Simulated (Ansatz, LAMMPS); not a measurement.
# Gap against volume in 41In2O3-59Ga2O3 (mol %) with crystalline order left by the classical run (85 atoms)

Density of this cell: 6.03 g/cm³. The cell holds 85 atoms: 14 In, 20 Ga and 51 O. Cell: a = 10.238 Å, b = 10.180 Å, c = 10.094 Å, α = 92.5°, β = 90.8°, γ = 88.3°. The starting structure: 85 atoms (14 Sc, 20 Fe, 51 O) placed at random at 4.09 g/cm³, melted at 5000 K for 10 ps at fixed volume with the Morse and Coulomb pair potential with partial charges (Pedone, Malavasi, Menziani, Cormack and Segre, J. Phys. Chem. B 110, 11780 (2006)). Quenched from 5000 K to 300 K at 10 K/ps and fixed volume, held 10 ps at zero pressure, then minimised at fixed cell. Then Sc was replaced by In, Fe was replaced by Ga and the cell scaled by 1.017 (the potential has no terms for the new elements, so the cell is a start for a DFT relaxation).

Calculated with Ansatz 0.2.0: Kohn-Sham DFT, PBE, PAW (set soft_2), plane waves; cutoff 420 eV, Γ point, gaussian smearing of 0.025 eV. The relaxed cell was scaled evenly and the atoms were relaxed at each volume. The gap is that between the highest filled and the lowest empty Kohn-Sham level on the run's k-points.

| volume (Å³/atom) | gap (eV) |
| --- | --- |
| 11.124 | 1.092 |
| 11.618 | 1.041 |
| 11.989 | 0.9874 |
| 12.359 | 0.9052 |
| 12.730 | ? |
| 13.101 | 0.8984 |

**Question.** Fit a straight line in ln V to the rows given and interpolate to the withheld row.

**Working.**

A volume deformation potential makes the spacing linear in u = ln(V/V0), with V0 = 12.359 Å³ the relaxed volume; v is the spacing.

| u = ln(V/V0) | v (eV) |
| --- | --- |
| -0.105361 | 1.0923 |
| -0.0618753 | 1.0408 |
| -0.0304587 | 0.9874 |
| 0 | 0.9052 |
| 0.0582685 | 0.8984 |

With n = 5: mean u = -0.0278853, mean v = 0.984820, Σ(u − ū)² = 0.015364, Σ(u − ū)(v − v̄) = -0.019902. Slope b = -0.019902 / 0.015364 = -1.2953; intercept a = v̄ − b ū = 0.94870.

At the withheld volume u = 0.02956, and v = a + b u.

Prediction at 12.730: 0.9104 eV. The run gave 0.8453 eV, so the fit is high by 0.065 eV (7.7 % of the value).

The rows follow a line only loosely (correlation 0.93 in size over all rows, under the 0.97 asked here), so the slope of -1.30 eV is a mean trend and no deformation potential. Among the rows given, the largest miss of the fit is at 12.359, by 0.043 eV (18 % of the range of the table).

Limits: The table spans 16 % in volume, wide for a linear law. Semilocal functionals tend to put gaps under measured ones. Only the Γ point is sampled. Atoms move by up to 0.8 Å in these relaxations, so the structure changes along the series. Defect or tail levels can set the spacing of a disordered cell.

[Hosts, paths, dates, database ids (printed as entryN), source tags and the programs' standing remarks are cut or masked in the printed files.]
